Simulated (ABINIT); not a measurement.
## K2Pt (Fm-3m): G0W0 in ABINIT against the bands in the screening

Wanted: the cheapest bands in the screening that holds the gap of K2Pt (Fm-3m).

Program: ABINIT 10.8.3. Level of theory: LDA and many-body steps on it, plane waves. Results are calculated unless marked as measured.

Report form: the programs' logs are mostly left out.

## 1. The structure

Symmetry: Fm-3m, No. 225, cubic system. The conventional cell has a = 7.563 Å, b = 7.563 Å, c = 7.563 Å, α = 90.00°, β = 90.00°, γ = 90.00°. Nearest to K lie 4 Pt at 3.27 Å. Pt has 8 K at 3.27 Å nearest. Farther neighbours are not listed.

The cell and positions are those that the Materials Project relaxed with its own functionals (PBE, PBE+U or r2SCAN), kept fixed. Spin-orbit coupling is left out unless a step names it.

## 2. Screening, 2×2×2 mesh, 26 bands, screening to 106.1 eV

This step: ABINIT 10.8.3; RPA screening on LDA, plane waves, norm-conserving pseudopotentials.

The RPA dielectric matrix is built and inverted for each q.

The input, run.abi:

```
acell 3*1.0 Angstrom
rprim 
  -0.000000000000 3.781463140000 3.781463140000
  3.781463140000 -0.000000000000 3.781463140000
  3.781463140000 3.781463140000 -0.000000000000
ntypat 2
znucl 19 78
natom 3
typat 1 1 2
xred 
  0.750000000000 0.750000000000 0.750000000000
  0.250000000000 0.250000000000 0.250000000000
  0.000000000000 0.000000000000 0.000000000000
pp_dirpath "pseudos"
pseudos "K.upf, Pt.upf"
ecut 34
ngkpt 2 2 2
nshiftk 1
shiftk 0 0 0
kptopt 1
chksymbreak 0
istwfk *1
occopt 1
irdwfk 1
optdriver 3
nband 26
ecuteps 3.9
inclvkb 2
awtr 1
symchi 1
indata_prefix "in"
outdata_prefix "out"
tmpdata_prefix "tmp"
```

Launch:

```
OMP_NUM_THREADS=1 mpirun -n 4 abinit run.abi > log
```

Elapsed: 4 s, on 4 MPI ranks of Arm Neoverse V1, shared host; peak memory 0.62 GiB.

Numbers from this step:

```yaml
eps_infinity_with_local_fields_on_this_mesh_along_the_program_s_q_direction: 8.315
the_same_without_local_fields: 12.94
plasma_frequency: 21.42 eV
plane_waves_in_the_screening_matrix: 283
```

Local fields lower ε∞ by 36 %. On a Γ-centred mesh this coarse the value itself is usually too large, while a short band sum pulls it down.

## 3. 26 bands

This step: G0W0 on LDA, plane waves, norm-conserving pseudopotentials.

run.abi, as its differences from that of step 2:

```diff
@@ -24,8 +24,19 @@
 irdwfk 1
-optdriver 3
-nband 26
+optdriver 4
+nband 62
+gwcalctyp 0
+ecutsigx 34
+symsigma 1
+nkptgw 3
+kptgw 
+  0.5000000000 0.5000000000 0.0000000000
+  0.5000000000 0.0000000000 0.0000000000
+  0.0000000000 0.0000000000 0.0000000000
+bdgw 
+  16 20
+  17 21
+  16 21
 ecuteps 3.9
-inclvkb 2
-awtr 1
-symchi 1
+irdscr 1
+ppmodel 1
 indata_prefix "in"
```

Run time: 8 s. Hardware: 4 MPI ranks; peak memory 0.87 GiB.

This step gave:

| Quantity | Value |
| --- | --- |
| G0W0 gap on the points computed | 2.518 eV |
| starting gap on the mesh | 1.306 eV |
| k of the valence top | 0.5, 0.5, 0 |
| k of the conduction bottom | 0.5, 0, 0 |
| Z at the valence top | 0.718 |
| Z at the conduction bottom | 0.807 |
| least direct G0W0 gap on the computed points | 2.624 eV |

## 4. Screening, 2×2×2 mesh, 28 bands, screening to 106.1 eV

This step: RPA screening on LDA, plane waves, norm-conserving pseudopotentials.

run.abi, as its differences from that of step 3:

```diff
@@ -24,19 +24,8 @@
 irdwfk 1
-optdriver 4
-nband 62
-gwcalctyp 0
-ecutsigx 34
-symsigma 1
-nkptgw 3
-kptgw 
-  0.5000000000 0.5000000000 0.0000000000
-  0.5000000000 0.0000000000 0.0000000000
-  0.0000000000 0.0000000000 0.0000000000
-bdgw 
-  16 20
-  17 21
-  16 21
+optdriver 3
+nband 28
 ecuteps 3.9
-irdscr 1
-ppmodel 1
+inclvkb 2
+awtr 1
+symchi 1
 indata_prefix "in"
```

Wall time 4.3 s (4 MPI ranks); peak memory 0.62 GiB; 17 s of CPU time.

Numbers from this step:

```yaml
eps_infinity_with_local_fields_on_this_mesh_along_the_program_s_q_direction: 8.398
the_same_without_local_fields: 13.04
plasma_frequency: 21.42 eV
plane_waves_in_the_screening_matrix: 283
```

## 5. 28 bands

The self-energy is evaluated for the states that the input lists, and the levels follow from it, in one-shot runs by the linearised quasiparticle equation.

This step: G0W0 on LDA, plane waves, norm-conserving pseudopotentials.

run.abi, as its differences from that of step 4:

```diff
@@ -24,8 +24,19 @@
 irdwfk 1
-optdriver 3
-nband 28
+optdriver 4
+nband 62
+gwcalctyp 0
+ecutsigx 34
+symsigma 1
+nkptgw 3
+kptgw 
+  0.5000000000 0.5000000000 0.0000000000
+  0.5000000000 0.0000000000 0.0000000000
+  0.0000000000 0.0000000000 0.0000000000
+bdgw 
+  16 20
+  17 21
+  16 21
 ecuteps 3.9
-inclvkb 2
-awtr 1
-symchi 1
+irdscr 1
+ppmodel 1
 indata_prefix "in"
```

The job ended after 8 s (4 MPI ranks; peak memory 0.87 GiB; 31 s of CPU time).

This step gave:

- G0W0 gap on the points computed: 2.382 eV
- starting gap on the mesh: 1.306 eV
- k of the valence top: 0.5, 0.5, 0
- k of the conduction bottom: 0.5, 0, 0
- Z at the valence top: 0.702
- Z at the conduction bottom: 0.795
- least direct G0W0 gap on the computed points: 2.48 eV

The gap on the mesh goes from 1.31 eV to 2.38 eV, a correction of +1.08 eV.

## 6. Screening, 2×2×2 mesh, 62 bands, screening to 106.1 eV

This step: RPA screening on LDA, plane waves, norm-conserving pseudopotentials.

run.abi, as its differences from that of step 5:

```diff
@@ -24,19 +24,8 @@
 irdwfk 1
-optdriver 4
+optdriver 3
 nband 62
-gwcalctyp 0
-ecutsigx 34
-symsigma 1
-nkptgw 3
-kptgw 
-  0.5000000000 0.5000000000 0.0000000000
-  0.5000000000 0.0000000000 0.0000000000
-  0.0000000000 0.0000000000 0.0000000000
-bdgw 
-  16 20
-  17 21
-  16 21
 ecuteps 3.9
-irdscr 1
-ppmodel 1
+inclvkb 2
+awtr 1
+symchi 1
 indata_prefix "in"
```

Elapsed: 7.2 s, on 4 MPI ranks; peak memory 0.81 GiB; 28 s of CPU time.

This step gave:

```yaml
eps_infinity_with_local_fields_on_this_mesh_along_the_program_s_q_direction: 8.908
the_same_without_local_fields: 13.44
plasma_frequency: 21.42 eV
plane_waves_in_the_screening_matrix: 283
```

## 7. 62 bands

This step: G0W0 on LDA, plane waves, norm-conserving pseudopotentials.

run.abi, as its differences from that of step 6:

```diff
@@ -24,8 +24,19 @@
 irdwfk 1
-optdriver 3
+optdriver 4
 nband 62
+gwcalctyp 0
+ecutsigx 34
+symsigma 1
+nkptgw 3
+kptgw 
+  0.5000000000 0.5000000000 0.0000000000
+  0.5000000000 0.0000000000 0.0000000000
+  0.0000000000 0.0000000000 0.0000000000
+bdgw 
+  16 20
+  17 21
+  16 21
 ecuteps 3.9
-inclvkb 2
-awtr 1
-symchi 1
+irdscr 1
+ppmodel 1
 indata_prefix "in"
```

Run time: 7.9 s. Hardware: 4 MPI ranks; peak memory 0.87 GiB.

Numbers from this step:

| Item | Value |
| --- | --- |
| G0W0 gap on the points computed | 1.978 eV |
| starting gap on the mesh | 1.306 eV |
| k of the valence top | 0.5, 0.5, 0 |
| k of the conduction bottom | 0.5, 0, 0 |
| least direct G0W0 gap on the computed points | 2.075 eV |

Against the run before, the gap moves by −0.404 eV.

## 8. Screening, 2×2×2 mesh, 120 bands, screening to 106.1 eV

This step: RPA screening on LDA, plane waves, norm-conserving pseudopotentials.

run.abi, as its differences from that of step 7:

```diff
@@ -24,19 +24,8 @@
 irdwfk 1
-optdriver 4
-nband 62
-gwcalctyp 0
-ecutsigx 34
-symsigma 1
-nkptgw 3
-kptgw 
-  0.5000000000 0.5000000000 0.0000000000
-  0.5000000000 0.0000000000 0.0000000000
-  0.0000000000 0.0000000000 0.0000000000
-bdgw 
-  16 20
-  17 21
-  16 21
+optdriver 3
+nband 120
 ecuteps 3.9
-irdscr 1
-ppmodel 1
+inclvkb 2
+awtr 1
+symchi 1
 indata_prefix "in"
```

Run time: 13 s. Hardware: 4 MPI ranks; peak memory 0.95 GiB; 51 s of CPU time.

This step gave:

```
ε∞ with local fields, on this mesh, along the program's q direction : 8.993
the same without local fields                                       : 13.49
plasma frequency                                                    : 21.42 eV
plane waves in the screening matrix                                 : 283
```

## 9. 120 bands

This step: G0W0 on LDA, plane waves, norm-conserving pseudopotentials.

run.abi, as its differences from that of step 8:

```diff
@@ -24,8 +24,19 @@
 irdwfk 1
-optdriver 3
-nband 120
+optdriver 4
+nband 62
+gwcalctyp 0
+ecutsigx 34
+symsigma 1
+nkptgw 3
+kptgw 
+  0.5000000000 0.5000000000 0.0000000000
+  0.5000000000 0.0000000000 0.0000000000
+  0.0000000000 0.0000000000 0.0000000000
+bdgw 
+  16 20
+  17 21
+  16 21
 ecuteps 3.9
-inclvkb 2
-awtr 1
-symchi 1
+irdscr 1
+ppmodel 1
 indata_prefix "in"
```

The job ended after 7.9 s (4 MPI ranks; peak memory 0.87 GiB).

Numbers from this step:

| Property | Result |
| --- | --- |
| G0W0 gap on the points computed | 1.820 eV |
| starting gap on the mesh | 1.306 eV |
| k of the valence top | 0.5, 0.5, 0 |
| k of the conduction bottom | 0.5, 0, 0 |
| least direct G0W0 gap on the computed points | 1.919 eV |

Against the run before, the gap moves by −0.158 eV.

## 10. The runs together

Times are wall times on 4 MPI ranks of Arm Neoverse V1, shared host, good to a factor of about two. A run's time includes the screening step that it read.

```csv
run,mesh,bands,screening cutoff (eV),DFT gap (eV),gap on the mesh (eV),direct (eV),ε∞ used,time
26 bands,2×2×2,62,106.1,1.306,2.518,2.624,8.31,12 s
28 bands,2×2×2,62,106.1,1.306,2.382,2.480,8.40,12 s
62 bands,2×2×2,62,106.1,1.306,1.978,2.075,8.91,15 s
120 bands,2×2×2,62,106.1,1.306,1.820,1.919,8.99,21 s
```

## 11. Summary of results

* 26 bands: 2.518 eV
* 28 bands: 2.382 eV
* 62 bands: 1.978 eV
* 120 bands: 1.820 eV
* known limits: not at the basis limit; no spin polarisation; d states lean on the start; no spin-orbit coupling; coarse k mesh

**Reading.** The setting moved: bands in the screening. From 26 bands to 120 bands the gap moves by −0.70 eV. The last step still moves it by −0.158 eV. Bands and screening cutoff are coupled, so a series along one setting does not show full convergence. Bands and cutoff are finite, so the gap is not at the basis limit. The miss can reach some tenths of an eV and take either sign; the mesh is an error of its own. The 2×2×2 mesh is coarse for this cell, which bears on the long-range parts of exchange and screening. The runs have no spin polarisation. For a closed low-spin shell that is the natural state; where a d or f shell is open it is a constraint, and the gap is then not the crystal's own. With d states at the gap, one-shot GW leans hard on its start. The many-body steps are scalar-relativistic: spin-orbit coupling is not in them.

[Paths, hosts, dates, memory and timing lines, banners, echoed tables and standing remarks are left out of the program output.]

[Logs are printed without paths, hosts, clocks, repeated set-up lines and the standing remarks that a program may print on its own settings, such as how far it seeks lower states.]

[Runs of the session that timed out or met a known fault of the program may be left out.]

[Hosts, paths, dates, database ids (printed as entryN), source tags and the programs' standing remarks are cut or masked in the printed files.]

[G0W0 gaps are taken among the corrected bands and points alone; a level outside them can change the order at an edge.]

[Where Ansatz stands beside ABINIT at settings called matched, ABINIT's density can come from a denser mesh and the files from another edition; pairs whose starting gaps differed by over 0.03 eV were left out, so agreement reads better than it is.]
